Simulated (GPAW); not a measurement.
**Optical response of SiO (model structure)**

Aim: the dielectric function of SiO (model structure), and the optical constants that follow from it. The cell was made here by substitution or stacking, whether or not such a phase is known. It was built so: All S replaced by O and Sn replaced by Si in the Cmcm structure of SnS. The cell given below was relaxed beforehand with Ansatz.

Method: DFT, PBE, plane-wave PAW (GPAW data sets), scalar-relativistic, RPA, optical limit, in GPAW 26.7.0.

## 1. The structure

It takes space group Cmcm (No. 63, orthorhombic). Conventional cell: a = 3.167 Å, b = 12.188 Å, c = 3.188 Å, α = 90.00°, β = 90.00°, γ = 90.00°. Si has 1 O at 1.75 Å nearest. Nearest to O lie 1 Si at 1.75 Å. All S replaced by O and Sn replaced by Si in the Cmcm structure of SnS. Farther neighbours and most contacts between anions are not listed.

Coordinates:

```
Si O
1.0
     1.58358   -6.09418    0.00000
     1.58358    6.09418    0.00000
     0.00000    0.00000    3.18793
Si O
2 2
Direct
  0.15809 0.84191 0.75000
  0.84191 0.15809 0.25000
  0.30199 0.69801 0.75000
  0.69801 0.30199 0.25000
```

## 2. Ground state

First the ground state: is it a metal or has it a gap?

This step: DFT, PBE, plane-wave PAW (GPAW data sets), scalar-relativistic, ground state (GPAW 26.7.0).

The input, gs.py:

```python
from ase import Atoms
from ase.dft.bandgap import bandgap
from gpaw import GPAW, PW, FermiDirac

atoms = Atoms(['Si', 'Si', 'O', 'O'],
              cell=[[1.58357831, -6.09418287, 0.00000000],
                    [1.58357831, 6.09418287, 0.00000000],
                    [0.00000000, 0.00000000, 3.18793247]],
              scaled_positions=[[0.15808777, 0.84191223, 0.75000000],
                                [0.84191223, 0.15808777, 0.25000000],
                                [0.30199077, 0.69800923, 0.75000000],
                                [0.69800923, 0.30199077, 0.25000000]],
              pbc=[True, True, True])
atoms.calc = GPAW(mode=PW(500), xc='PBE', kpts={'size': (7, 7, 7), 'gamma': True},
                  occupations=FermiDirac(0.05), maxiter=150, txt='gs.txt')
print('energy (eV)', atoms.get_potential_energy())
print('Fermi level (eV)', atoms.calc.get_fermi_level())
print('valence electrons', atoms.calc.get_number_of_electrons())
print('gap (eV)', bandgap(atoms.calc, output=None)[0])
print('direct gap (eV)', bandgap(atoms.calc, direct=True, output=None)[0])
atoms.calc.write('gs.gpw')
```

The run is started by

```console
$ OMP_NUM_THREADS=1 python gs.py
```

Numbers of over 12 decimals in the logs are rounded to 6 here.

The program printed:

```text
__  _  _
 | _ |_)|_||  |
 |__||  | ||/\| - 26.7.0

Versions:
  Python: 3.12.14
  ASE:    3.29.0
  Numpy:  2.5.5
  Scipy:  1.18.1
  Libxc:  7.0.0

Input parameters:
  mode=PW(ecut=500.0),
  kpts=MonkhorstPack(size=(7, 7, 7), gamma=True),
  maxiter=150,
  occupations=Occupations(name='fermi-dirac', width=0.05, fixmagmom=False),
  xc=XC(name='PBE')

Diagonalizing LCAO Hamiltonian
Converting LCAO to pw mode

             Si
            O

        O
       Si

Atoms  # Å, Bohr magnetons
|   | symbol |        x |         y |        z |    initial magnetic moments |
| 0 |     Si | 1.583578 |  4.167351 | 2.390949 | ( 0.0000,  0.0000,  0.0000) |
| 1 |     Si | 1.583578 | -4.167351 | 0.796983 | ( 0.0000,  0.0000,  0.0000) |
| 2 |      O | 1.583578 |  2.413409 | 2.390949 | ( 0.0000,  0.0000,  0.0000) |
| 3 |      O | 1.583578 | -2.413409 | 0.796983 | ( 0.0000,  0.0000,  0.0000) |

Unit cell  # Å
| periodic |        x |         y |        z |  lengths |     angles |
|      yes | 1.583578 | -6.094183 | 0.000000 | 6.296569 |  90.000000 |
|      yes | 1.583578 |  6.094183 | 0.000000 | 6.296569 |  90.000000 |
|      yes | 0.000000 |  0.000000 | 3.187932 | 3.187932 | 150.867582 |

Number of symmetries: 4
Symmetry operations  # r_c * U_cc + t_c -> r_c
|   | kind |            matrix            |
| 0 |  E   |  1, 0, 0,  0, 1, 0,  0, 0, 1 |
| 1 |  C2  |  0, 1, 0,  1, 0, 0,  0, 0,-1 |
| 2 |  σ   |  0,-1, 0, -1, 0, 0,  0, 0, 1 |
| 3 |  i   | -1, 0, 0,  0,-1, 0,  0, 0,-1 |

BZ-sampling:
  Number of BZ points: 343
  Number of IBZ points: 100

  Monkhorst-Pack size: [7, 7, 7]
  Monkhorst-Pack shift: [0, 0, 0]

K-points  # in reciprocal-cell coordinates
|     |                                coordinates |     weight |
|   0 | (  0.00000000,   0.00000000,   0.00000000) | 0.00291545 |
|   1 | (  0.00000000,   0.00000000,   0.14285714) | 0.00583090 |
|   2 | (  0.00000000,   0.00000000,   0.28571429) | 0.00583090 |
|   3 | (  0.00000000,   0.00000000,   0.42857143) | 0.00583090 |
|   4 | (  0.14285714,  -0.14285714,  -0.42857143) | 0.00583090 |
|   5 | (  0.14285714,  -0.14285714,  -0.28571429) | 0.00583090 |
|   6 | (  0.14285714,  -0.14285714,  -0.14285714) | 0.00583090 |
|   7 | (  0.14285714,  -0.14285714,   0.00000000) | 0.00583090 |
|   8 | (  0.14285714,  -0.14285714,   0.14285714) | 0.00583090 |
|   9 | (  0.14285714,  -0.14285714,   0.28571429) | 0.00583090 |
| ... |                                            |            |
|  99 | (  0.42857143,   0.42857143,   0.42857143) | 0.01166181 |

Plane wave coefficients: 1575
Cutoff: 500.0 eV

Spin-components: 1 (collinear spins)
Bands:           16
Projectors:      20
Spin-degeneracy: 2
Datatype:        complex128

Parallelization:
  kpt:    1
  domain: 1
  band:   1

Density:
  Valence electrons: 20.0
  Components: 1
  Grid points: [35 35 18]
  Charge: 0.0  # |e|

Potential:
  Grid points: [35 35 18]

species:
  Si:
    name:    Silicon
    id:
    Z:       14.0
    valence: 4
    core:    10
    charge:  0.0  # [|e|]
    compensation charges:
      type: gauss
      rc: 0.33  # [Å]
      lmax: 2
    cutoffs:
      filter: 1.86  # [Å]
      core: 2.06  # [Å]
    projectors
    | kind |    occ | energy [eV] | rcut [Å] |
    |   3s |  2.000 |     -10.812 |    1.058 |
    |   3p |  2.000 |      -4.081 |    1.058 |
    |    s |        |      16.399 |    1.058 |
    |    p |        |      23.130 |    1.058 |
    |    d |        |       0.000 |    1.058 |

    Using partial waves for Si as LCAO basis

  O:
    name:    Oxygen
    id:
    Z:       8.0
    valence: 6
    core:    2
    charge:  0.0  # [|e|]
    compensation charges:
      type: gauss
      rc: 0.21  # [Å]
      lmax: 2
    cutoffs:
      filter: 1.17  # [Å]
      core: 0.83  # [Å]
    projectors
    | kind |    occ | energy [eV] | rcut [Å] |
    |   2s |  2.000 |     -23.961 |    0.688 |
    |   2p |  4.000 |      -9.029 |    0.598 |
    |    s |        |       3.251 |    0.688 |
    |    p |        |      18.182 |    0.598 |
    |    d |        |       0.000 |    0.619 |

    Using partial waves for O as LCAO basis

Reference energy: -19854.393103  # eV

eigensolver:
  PPCG
  Converge bands: occupied
  niter=2

density mixing:
  MSR1-Mixer
  Pratt-step length: 0.05
  Maximum mixing coefficient: 0.75
  Old densities: 10
  SVD Regularization: 0.005
  Good broyden scale: 1.0
  Trust region scale: 1.0
  Backstep threshold: 4.0
  History deletion threshold: 6.0
  Fourier metric: weight=20.0, sigma=0.015

occupation numbers:
  Fermi-Dirac:
    width: 0.0500  # eV

poisson solver:
  ecut: 4000.0  # eV

xc functional:
  name: PBE with 2 nearest neighbor stencil

convergence criteria:
- Maximum [total energy] change in last 3 cyles: 0.0005 eV / valence electron
- Maximum integral of absolute [dens]ity change: 0.0001 electrons / valence electron
- Maximum integral of absolute [eigenst]ate change: 4e-08 eV^2 / valence electron
maximum number of iterations: 150

SCF iterations
|iter     |      energy | eigst |  dens |
|iter:   1||  -25.909744 | -0.08 |       |
|iter:   2||  -25.279809 | -2.03 | -0.78 |
|iter:   3||  -23.820847 | -1.26 | -0.84 |
|iter:   4||  -23.808113 | -3.01 | -1.35 |
|iter:   5||  -23.807383 | -3.13 | -1.62 |
|iter:   6||  -23.807814c| -4.29 | -2.23 |
|iter:   7||  -23.807866c| -5.72 | -2.99 |
|iter:   8||  -23.807867c| -7.19 | -3.63 |
|iter:   9||  -23.807868c| -8.23c| -4.26c|

Converged in 9 steps
SCF loop duration: 113.483 s (12.609 s/step)
Energy contributions relative to reference atoms: (reference = -19854.393103)

Energy contributions:
  Kinetic:          17.725016
  Coulomb:         -17.532317
  Zero:              0.057441
  External:          0.000000
  Xc:              -24.058008
  Entropy:          -0.000000
  Spinorbit:         0.000000
  ----------------------------
  Free energy:     -23.807868
  Extrapolated:    -23.807868

dipole moment: (-0.000004, 0.000000, -0.000004)  # |e|*Ang

Fermi level: 4.806
Eigenvalues  # (at kpt = [0.000, 0.000, 0.000])
| band index |      eig [eV] | occ [0-2] |
|          0 |       -17.080 |     2.000 |
|        ... |               |           |
|          2 |        -4.487 |     2.000 |
|          3 |        -2.108 |     2.000 |
|          4 |        -1.721 |     2.000 |
|          5 |        -1.637 |     2.000 |
|          6 |        -0.307 |     2.000 |
|          7 |         1.272 |     2.000 |
|          8 |         1.301 |     2.000 |
|          9 |         3.746 |     2.000 |
|         10 |         7.471 |     0.000 |
|         11 |        10.315 |     0.000 |
|         12 |        10.408 |     0.000 |
|         13 |        10.463 |     0.000 |
|         14 |        11.876 |     0.000 |
|         15 |        12.309 |     0.000 |

Gap: 1.795 eV
Transition (v -> c):
  (s=0, k=20, n=9, [0.14, 0.14, 0.29]) -> (s=0, k=46, n=10, [0.29, 0.14, 0.00])
Direct/indirect transitions are different
Direct gap: 2.153 eV
Transition at: (s=0, k=78, n=9, [0.43, 0.00, 0.00])

--- standard output ---
energy (eV) -23.807868
Fermi level (eV) 4.805528
valence electrons 20.0
gap (eV) 1.794646
direct gap (eV) 2.152580
```

Elapsed: 2 min, on 1 thread of Arm Neoverse N1, shared host; peak memory 0.22 GiB.

Read-outs, printed or worked out from the files:

| Quantity | Value |
| --- | --- |
| energy | -23.81 eV |
| Fermi energy | 4.806 eV |
| gap on the k-mesh | 1.795 eV |
| direct gap on the mesh | 2.153 eV |
| electrons | 20 |

There is a gap, 1.79 eV on this mesh (points off the mesh can give less), so no carriers' term is needed.

## 3. Bands for the response

At the fixed density, many empty bands are solved on the mesh of the response, since the spectrum sums over them.

This step: DFT, PBE, plane-wave PAW (GPAW data sets), scalar-relativistic, bands at fixed density (GPAW 26.7.0).

The input, nscf.py:

```python
from ase.dft.bandgap import bandgap
from gpaw import GPAW, FermiDirac

calc = GPAW('gs.gpw').fixed_density(kpts={'size': (8, 8, 8), 'gamma': True}, nbands=40, convergence={'bands': 34},
                                    occupations=FermiDirac(0.001), txt='nscf.txt')
print('gap (eV)', bandgap(calc, output=None)[0])
print('direct gap (eV)', bandgap(calc, direct=True, output=None)[0])
calc.write('full.gpw', mode='all')
```

The run is started by

```console
$ OMP_NUM_THREADS=1 python nscf.py
```

The program printed:

```text
Diagonalizing LCAO Hamiltonian
Converting LCAO to pw mode
convergence criteria:
- Maximum integral of absolute [eigenst]ate change: 4e-08 eV^2 / valence electron
maximum number of iterations: 150

SCF iterations
|iter     |      energy | eigst |  dens |
|iter:   1||             | +3.28 |       |
|iter:   2||             | +1.85 |       |
|iter:   3||             | +0.75 |       |
|iter:   4||             | -0.31 |       |
|iter:   5||             | -1.22 |       |
|iter:   6||             | -2.04 |       |
|iter:   7||             | -2.90 |       |
|iter:   8||             | -3.62 |       |
|iter:   9||             | -4.45 |       |
|iter:  10||             | -5.15 |       |
|iter:  11||             | -5.95 |       |
|iter:  12||             | -6.64 |       |
|iter:  13||             | -7.32 |       |
|iter:  14||             | -7.88c|       |
SCF steps: 14
  __  _  _
 | _ |_)|_||  |
 |__||  | ||/\| - 26.7.0

Versions:
  Python: 3.12.14
  ASE:    3.29.0
  Numpy:  2.5.5
  Scipy:  1.18.1
  Libxc:  7.0.0

Input parameters:
  mode=PW(ecut=500.0),
  convergence={'bands': 34},
  gpts=array([35, 35, 18]),
  kpts=MonkhorstPack(size=(8, 8, 8), gamma=True),
  maxiter=150,
  nbands=40,
  occupations=Occupations(name='fermi-dirac', width=0.001, fixmagmom=False),
  parallel={},
  xc=XC(name='PBE')

--- standard output ---
gap (eV) 1.839587
direct gap (eV) 2.246567
```

Wall time 9.9 min (1 thread); peak memory 0.38 GiB.

Numbers from this step:

- gap on the k-mesh: 1.840 eV
- direct gap on the mesh: 2.247 eV

[end of part 1 of 2]

[Machine, clock and banner lines and Python warnings are left out of the logs.]

[Logs are printed without paths, hosts, clocks, repeated set-up lines and the standing remarks that a program may print on its own settings, such as how far it seeks lower states.]

[Hosts, paths, dates, database ids (printed as entryN), source tags and the programs' standing remarks are cut or masked in the printed files.]
